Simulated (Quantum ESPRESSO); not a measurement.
# WC (P-6m2): pw.x, ph.x and EPW, part 2 of 2

Wanted: λ, Tc and ρ(T) of WC (P-6m2) from Quantum ESPRESSO and EPW.

Quantum ESPRESSO 7.5; DFT LDA, scalar-relativistic, plane waves, PseudoDojo 0.4.1 norm-conserving pseudopotentials.

So far, resistivity at 300 K (μΩ cm): step 9 (resistivity: fine k 20×20×18, q 10×10×9, adaptive width …) 11.8; step 10 (fine q mesh 16×16×14, fine mesh 16×16×14, window 0.05 eV) 9.74; step 11 (fine q mesh 13×13×11, fine mesh 26×26×22) 15.5.

### 13. Resistivity: fine k 32×32×28, q 16×16×14, adaptive width, window 0.32 eV (continued)

Resistivity, by row:

| T (K) | rho_xx (μΩ cm) | rho_yy | rho_zz | relaxation-time approximation, mean of the axes (μΩ cm) |
| --- | --- | --- | --- | --- |
| 150 | 10.25 | 10.25 | 14.73 | 11.39 |
| 200 | 12.47 | 12.47 | 16.05 | 13.23 |
| 273 | 16.08 | 16.08 | 18.54 | 16.33 |
| 300 | 17.5 | 17.5 | 19.66 | 17.59 |
| 400 | 22.94 | 22.94 | 24.4 | 22.6 |
| 500 | 28.47 | 28.47 | 29.48 | 27.77 |

ρ(300 K) = 18.2 μΩ cm, mean of the axes, against 15.5 before (+17 %); the relaxation-time start gave 17.6. The largest adaptive width printed is 0.53 eV, against a window of 0.32 eV outside which no state is counted.

### 14. Coupling and Tc: fine k 26×26×22, q 13×13×11, width 0.05 eV, window 0.3 eV

Input file a2f-3.in:

```
--
&INPUTEPW
  prefix           = 'x'
  outdir           = './tmp'
  dvscf_dir        = './save'
  elph             = .true.
  etf_mem          = 1
  nbndsub          = 10
  bands_skipped    = 'exclude_bands = 1-4'
  use_ws           = .true.
  vme              = 'wannier'
  asr_typ          = 'crystal'
  nk1              = 9
  nk2              = 9
  nk3              = 9
  nq1              = 3
  nq2              = 3
  nq3              = 3
  amass(1)         = 183.84
  amass(2)         = 12.011
  epwwrite         = .false.
  epwread          = .true.
  wannierize       = .false.
  nkf1             = 26
  nkf2             = 26
  nkf3             = 22
  nqf1             = 13
  nqf2             = 13
  nqf3             = 11
  mp_mesh_k        = .true.
  ephwrite         = .true.
  eliashberg       = .true.
  liso             = .true.
  limag            = .true.
  tc_linear        = .true.
  tc_linear_solver = 'lapack'
  fsthick          = 0.3
  degaussw         = 0.05
  degaussq         = 0.5
  nqstep           = 500
  muc              = 0.13
  wscut            = 0.3
  nsiter           = 500
  nstemp           = 7
  temps            = 0.5 1.0 2.0 4.0 8.0 16.0 32.0
/
```

On the command line:

```console
$ OMP_NUM_THREADS=1 mpirun -n 8 epw.x -nk 8 -in a2f-3.in > a2f-3.out
```

Elapsed: 3.8 min, on 8 MPI ranks of Arm Neoverse V2, shared host.

The run ended with an error.

The program's message: “Error in routine estimate_tc_gap (1): initial guess for gap edge should be > 0.d0”

### 15. Coupling and Tc: fine k 32×32×28, q 16×16×14, width 0.1 eV, window 0.41 eV

a2f-4.in, as its differences from a2f-3.in of step 14:

```diff
@@ -23,8 +23,8 @@
   wannierize       = .false.
-  nkf1             = 26
-  nkf2             = 26
-  nkf3             = 22
-  nqf1             = 13
-  nqf2             = 13
-  nqf3             = 11
+  nkf1             = 32
+  nkf2             = 32
+  nkf3             = 28
+  nqf1             = 16
+  nqf2             = 16
+  nqf3             = 14
   mp_mesh_k        = .true.
@@ -36,4 +36,4 @@
   tc_linear_solver = 'lapack'
-  fsthick          = 0.3
-  degaussw         = 0.05
+  fsthick          = 0.41
+  degaussw         = 0.1
   degaussq         = 0.5
```

On the command line:

```console
$ OMP_NUM_THREADS=1 mpirun -n 8 epw.x -nk 8 -in a2f-4.in > a2f-4.out
```

Elapsed: 12 min, on 8 MPI ranks.

The run ended with an error.

The program's message: “Error in routine estimate_tc_gap (1): initial guess for gap edge should be > 0.d0”

### 16. Resistivity: fine k 38×38×34, q 19×19×17, adaptive width, window 0.32 eV

Input file bte-4.in:

```
--
&INPUTEPW
  prefix        = 'x'
  outdir        = './tmp'
  dvscf_dir     = './save'
  elph          = .true.
  etf_mem       = 1
  nbndsub       = 10
  bands_skipped = 'exclude_bands = 1-4'
  use_ws        = .true.
  vme           = 'wannier'
  asr_typ       = 'crystal'
  nk1           = 9
  nk2           = 9
  nk3           = 9
  nq1           = 3
  nq2           = 3
  nq3           = 3
  amass(1)      = 183.84
  amass(2)      = 12.011
  epwwrite      = .false.
  epwread       = .true.
  wannierize    = .false.
  nkf1          = 38
  nkf2          = 38
  nkf3          = 34
  nqf1          = 19
  nqf2          = 19
  nqf3          = 17
  mp_mesh_k     = .true.
  scattering    = .true.
  iterative_bte = .true.
  epmatkqread   = .false.
  assume_metal  = .true.
  int_mob       = .false.
  carrier       = .false.
  ngaussw       = -99
  mob_maxiter   = 200
  broyden_beta  = 0.7
  fsthick       = 0.32
  degaussw      = 0.0
  nstemp        = 6
  temps         = 150 200 273 300 400 500
  restart       = .false.
  selecqread    = .false.
/
```

On the command line:

```console
$ OMP_NUM_THREADS=1 mpirun -n 8 epw.x -nk 8 -in bte-4.in > bte-4.out
```

The job ended after 16 min (8 MPI ranks).

Numbers from this step:

| Quantity | Value |
| --- | --- |
| iterations | 20 |
| resistivity at 300 K | 16.54 μΩ cm |

Resistivity, by row:

| T (K) | rho_xx (μΩ cm) | rho_yy | rho_zz | relaxation-time approximation, mean of the axes (μΩ cm) |
| --- | --- | --- | --- | --- |
| 150 | 12.13 | 12.13 | 8.225 | 10.63 |
| 200 | 13.63 | 13.63 | 10.07 | 12.2 |
| 273 | 16.3 | 16.3 | 13.44 | 15.01 |
| 300 | 17.4 | 17.4 | 14.83 | 16.18 |
| 400 | 21.93 | 21.93 | 20.38 | 20.9 |
| 500 | 26.95 | 26.95 | 26.19 | 26.02 |

ρ(300 K) = 16.5 μΩ cm, mean of the axes, against 18.2 before (-9 %); the relaxation-time start gave 16.2. The largest adaptive width printed is 0.51 eV, against a window of 0.32 eV outside which no state is counted.

### 17. What came out

```
Wannier functions, band error  : 10 functions; 8 meV r.m.s.
resistivity at 300 K, 20×20×18 : 11.8 μΩ cm
resistivity at 300 K, 26×26×22 : 15.5 μΩ cm
resistivity at 300 K, 32×32×28 : 18.2 μΩ cm
resistivity at 300 K, 38×38×34 : 16.5 μΩ cm
```

What this shows: Step 7: Of the bands kept, 2 cross the Fermi level on this path. Step 7: On this path the spectrum ends at 790 cm⁻¹ (at A). Step 7: No branch goes imaginary on this path. On the finest meshes run, WC (P-6m2) has a phonon-limited resistivity of 16.5 μΩ cm at 300 K. The last refinement of the mesh moved the resistivity by 9 %, so it is not converged, and no rank of the meshes against a measured value means much. On the finest mesh the adaptive width still reaches 0.51 eV against a window of 0.32 eV; the window, which cuts off final states, was not widened. The relaxed volume lies -2.6 % from the database entry, which shifts the phonons and with them λ and ρ. The coupling runs printed λ = 0.153, 0.165, 0.193 and 0.158; at such weak coupling McMillan's estimate at μ* = 0.13 is zero or meaningless, and a run whose estimate is zero stops at the first guess of the gap. Between 150 and 500 K the resistivity rises by a factor of 2.46, against 3.33 for a straight line through the origin; phonon scattering should fall faster than that line on cooling, so the temperature dependence is not converged. At 300 K the components are 17.4, 17.4 and 14.8 μΩ cm (xx, yy, zz); the mean is quoted. Spin–orbit coupling is left out, though W is heavy. The q mesh of ph.x (3×3×3), the k mesh and smearing of the ground state (9×9×9) and EPW's coarse k mesh (9×9×9) were not varied. Only scattering by harmonic phonons counts; impurities, grain boundaries and thermal expansion are left out.

[The logs of pw.x and epw.x are selected lines.]

[Logs are printed without paths, hosts, clocks, repeated set-up lines and the standing remarks that a program may print on its own settings, such as how far it seeks lower states.]

[Hosts, paths, dates, database ids (printed as entryN), source tags and the programs' standing remarks are cut or masked in the printed files.]
